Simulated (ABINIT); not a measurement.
Planning a run of ABINIT 10.8.3 on Ca2Si (Fm-3m). The input:

```
acell 3*1.0 Angstrom
rprim 
  -0.000000000000 3.585232820000 3.585232820000
  3.585232820000 -0.000000000000 3.585232820000
  3.585232820000 3.585232820000 -0.000000000000
ntypat 2
znucl 20 14
natom 3
typat 1 1 2
xred 
  0.750000000000 0.750000000000 0.750000000000
  0.250000000000 0.250000000000 0.250000000000
  0.000000000000 0.000000000000 0.000000000000
pp_dirpath "pseudos"
pseudos "Ca.upf, Si.upf"
ecut 30
ngkpt 6 6 6
nshiftk 1
shiftk 0 0 0
kptopt 1
chksymbreak 0
nband 17
occopt 1
tolvrs 1e-10
nstep 60
prtwf 0
optforces 0
optstress 0
indata_prefix "in"
outdata_prefix "out"
tmpdata_prefix "tmp"
```

```sh
OMP_NUM_THREADS=1 mpirun -n 4 abinit run.abi > log
```

Question: Estimate wall time and host memory on 4 MPI ranks of Arm Neoverse V1, shared host.

It took 16 s; on shared hardware allow 8.1 s to 32 s. Peak host memory was 0.34 GiB.

[Paths, hosts, dates, memory and timing lines, banners, echoed tables and standing remarks are left out of the program output.]

[Logs are printed without paths, hosts, clocks, repeated set-up lines and the standing remarks that a program may print on its own settings, such as how far it seeks lower states.]

[Runs of the session that timed out or met a known fault of the program may be left out.]

[Hosts, paths, dates, database ids (printed as entryN), source tags and the programs' standing remarks are cut or masked in the printed files.]

[G0W0 gaps are taken among the corrected bands and points alone; a level outside them can change the order at an edge.]

[Where Ansatz stands beside ABINIT at settings called matched, ABINIT's density can come from a denser mesh and the files from another edition; pairs whose starting gaps differed by over 0.03 eV were left out, so agreement reads better than it is.]
